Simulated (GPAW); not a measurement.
# Screening of a field by 1T-IrSeTe monolayer, part 2 of 2

Wanted: the out-of-plane polarisability of 1T-IrSeTe monolayer.

GPAW 26.7.0; GPAW, PAW setups; layer in a repeated cell with vacuum, relaxation of atoms and in-plane cell (the session's first sound run).

So far. Step 8 (In a field): The dipole is now 0.0250 e Å, against -0.011 in the run without a field. Step 9 (Field on): The dipole is now 0.0610 e Å, against -0.011 in the run without a field.

**10. In a field**

Level of this step: GPAW, PAW setups; slab in vacuum (GPAW).

The input, run.py:

```python
import json
import numpy as np
from ase import Atoms
from gpaw import GPAW, PW
from gpaw.external import ConstantElectricField

slab = Atoms(
    ['Te', 'Ir', 'Se'],
    positions=[
        [1.90601, 1.10044, 9.00000],
        [0.00000, -0.00000, 10.52787],
        [-0.00000, 2.20087, 11.70738]],
    cell=[[3.81203, -0.0, 0.0], [-1.90601, 3.30131, 0.0], [0.0, 0.0, 20.7074]],
    pbc=[True, True, False])

slab.calc = GPAW(mode=PW(400), xc='PBE', kpts={'size': (9, 9, 1), 'gamma': True},
                 occupations={'name': 'fermi-dirac', 'width': 0.05}, nbands='160%',
                 convergence={'density': 1e-05}, maxiter=200,
                 poissonsolver={'dipolelayer': 'xy'},
                 external=ConstantElectricField(0.3, [0, 0, 1]),
                 symmetry={'tolerance': 1e-3}, txt='slab.txt')
result = {}
energy = slab.get_potential_energy()
fermi = slab.calc.get_fermi_level()
v = slab.calc.get_electrostatic_potential().mean((0, 1)) - fermi
n = slab.calc.get_pseudo_density().mean((0, 1))
L = slab.cell[2, 2]
z = np.arange(len(v)) * L / len(v)
low, high = slab.positions[:, 2].min(), slab.positions[:, 2].max()
below, above = np.interp([low - 6.8, high + 6.8], z, v)
slopes = [np.interp(x, z, np.gradient(v, z)) for x in (low - 6.8, high + 6.8)]
eps = np.array([[slab.calc.get_eigenvalues(k, s) for k in range(len(slab.calc.get_ibz_k_points()))]
                for s in range(slab.calc.get_number_of_spins())]) - fermi
top, bottom = eps[eps < 0].max(), eps[eps > 0].min()
dipole = slab.get_dipole_moment()[2]
print(f'energy {energy:.4f} eV, Fermi level {fermi:.4f} eV, dipole {dipole:.5f} e A')
print(f'potential 6.8 A off the faces, from the Fermi level: lower {below:.4f} eV, upper {above:.4f} eV')
print(f'slope of the potential there: lower {slopes[0]:.5f}, upper {slopes[1]:.5f} eV/A')
print(f'nearest levels on the mesh: {top:.4f} and {bottom:.4f} eV')
print('magnetic moment', round(slab.get_magnetic_moment(), 3))
result.update(energy=energy, fermi=fermi, dipole=dipole, below=below, above=above, slopes=slopes, edges=[top, bottom],
              z=z.tolist(), v=v.tolist(), n=n.tolist(), positions=slab.positions.tolist(),
              forces=slab.get_forces(apply_constraint=False).tolist(), moments=slab.get_magnetic_moments().tolist())
json.dump(result, open('result.json', 'w'))
```

Started as:

```bash
> OMP_NUM_THREADS=1 OPENBLAS_NUM_THREADS=1 python run.py
```

The log of the run:

```text
energy -16.5148 eV, Fermi level -1.6010 eV, dipole 0.09719 e A
potential 6.8 A off the faces, from the Fermi level: lower 5.6655 eV, upper 4.2681 eV
slope of the potential there: lower 0.00001, upper -0.00004 eV/A
nearest levels on the mesh: -0.0108 and 0.0354 eV
magnetic moment 0.0
```

Run time: 59 s. Hardware: 1 thread of Intel Xeon Platinum 8488C (Sapphire Rapids), shared host; peak memory 0.31 GiB.

The electrostatic potential energy of an electron (without an applied field's), less the Fermi level, planar mean by z:

z (Å), electrostatic potential energy of an electron (without an applied field's), less the Fermi level, planar mean (eV) and a bar from the least value:
```
      0.0        5.0 #############################
      0.5        5.7 ##############################
      1.0        5.7 ##############################
      1.5        5.7 ##############################
      2.0        5.7 ##############################
      2.5        5.7 ##############################
      3.0        5.7 ##############################
      3.5        5.7 ##############################
      4.0        5.7 ##############################
      4.5        5.7 ##############################
      5.0        5.7 ##############################
      5.5        5.7 ##############################
      6.0        5.6 ##############################
      6.5        5.6 ##############################
      7.0        5.4 ##############################
      7.5        4.6 #############################
      8.0        1.9 #########################
      8.5       -6.9 #############
      9.0      -17.0 
      9.5       -9.0 ###########
     10.0       -7.7 ############
     10.5      -14.6 ###
     11.0      -10.4 #########
     11.5      -13.9 ####
     12.0       -9.7 ##########
     12.5        0.6 #######################
     13.0        3.5 ###########################
     13.5        4.1 ############################
     14.0        4.2 ############################
     14.5        4.3 ############################
     15.0        4.3 ############################
     15.5        4.3 ############################
     16.0        4.3 ############################
     16.5        4.3 ############################
     17.0        4.3 ############################
     17.5        4.3 ############################
     18.0        4.3 ############################
     18.5        4.3 ############################
     19.0        4.3 ############################
     19.5        4.3 ############################
     20.0        4.3 ############################
     20.5        4.6 #############################
```

The dipole is now 0.0972 e Å, against -0.011 in the run without a field.

**11. The series**

The members are put on one axis.

This step: induced dipole against applied field (GPAW 26.7.0).

Table of dipole along the normal by field:

| field (V/Å) | dipole along the normal (e·Å) |
| --- | --- |
| -0.200 | -0.0830 |
| -0.100 | -0.0470 |
| -0.050 | -0.0290 |
| 0.000 | -0.0112 |
| 0.050 | 0.00697 |
| 0.100 | 0.0250 |
| 0.200 | 0.0610 |
| 0.300 | 0.0972 |

**12. A changed run**

One more run, with changed settings.

This step: GPAW, PAW setups; slab in vacuum (GPAW 26.7.0).

Changes to run.py since step 10:

```diff
@@ -4,3 +4,2 @@
 from gpaw import GPAW, PW
-from gpaw.external import ConstantElectricField
 
@@ -15,7 +14,6 @@
 
-slab.calc = GPAW(mode=PW(400), xc='PBE', kpts={'size': (9, 9, 1), 'gamma': True},
+slab.calc = GPAW(mode=PW(140), xc='PBE', kpts={'size': (9, 9, 1), 'gamma': True},
                  occupations={'name': 'fermi-dirac', 'width': 0.05}, nbands='160%',
-                 convergence={'density': 1e-05}, maxiter=200,
+                 convergence={'density': 1e-05}, maxiter=75,
                  poissonsolver={'dipolelayer': 'xy'},
-                 external=ConstantElectricField(0.3, [0, 0, 1]),
                  symmetry={'tolerance': 1e-3}, txt='slab.txt')
```

The log of the run:

```text
energy -13.9098 eV, Fermi level -1.6001 eV, dipole -0.01338 e A
potential 6.8 A off the faces, from the Fermi level: lower 4.9128 eV, upper 5.0466 eV
slope of the potential there: lower -0.00438, upper -0.00034 eV/A
nearest levels on the mesh: -0.0096 and 0.0396 eV
magnetic moment 0.0
```

Run time: 5.8 s. Hardware: 1 thread; peak memory 0.14 GiB.

The run finished. A setting was moved off its sound value on purpose, so it serves as a test and not as the result.

The fault put into the input: a cutoff far too low (ecut = 140).

Side by side:

| quantity | this run | sound run | difference |
| --- | --- | --- | --- |
| dipole along the normal (e·Å) | -0.013377 | -0.011222 | -0.00216 |
| upper work function (eV) | 5.0466 | 5.0016 | 0.0450 |
| lower work function (eV) | 4.9128 | 4.8429 | 0.0699 |

One result that differs is the lower work function, 4.91 eV against 4.84 eV.

**13. Results**

| Quantity | Value |
| --- | --- |
| work function, upper and lower face | 5.002 and 4.843 eV |
| dipole along the normal | -0.0112 e Å |
| induced dipole per field | 0.360 e Å per V/Å |
| out-of-plane polarisability per area, α/(ε0 A) | 5.18 Å |

The field induces 0.360 e Å per V/Å, a polarisable thickness α/(ε0 A) of 5.18 Å beside 2.71 Å between the outermost nuclei. A perfect conductor would give the distance between its two image planes; a dielectric of thickness t gives t(1 - 1/ε). The two faces differ by 0.16 eV, the step that the slab's dipole makes (e p/(ε0 A) gives 0.16 eV), so the dipole layer is needed. The induced dipole is linear in the field over this range. The starting lattice was a guess from atomic radii; the relaxation moved it by 3 %. The relaxation of atoms and cell ran in a fully periodic cell without the dipole layer, so the atoms of this polar layer felt a small spurious field. The cell holds an odd number of electrons, so without spin polarisation it must come out metallic and without a moment, whatever its true state. The layer's cell and atoms come from the relaxation; spin-orbit coupling and temperature are left out.

[Logs are printed without paths, hosts, clocks, repeated set-up lines and the standing remarks that a program may print on its own settings, such as how far it seeks lower states.]

[Hosts, paths, dates, database ids (printed as entryN), source tags and the programs' standing remarks are cut or masked in the printed files.]
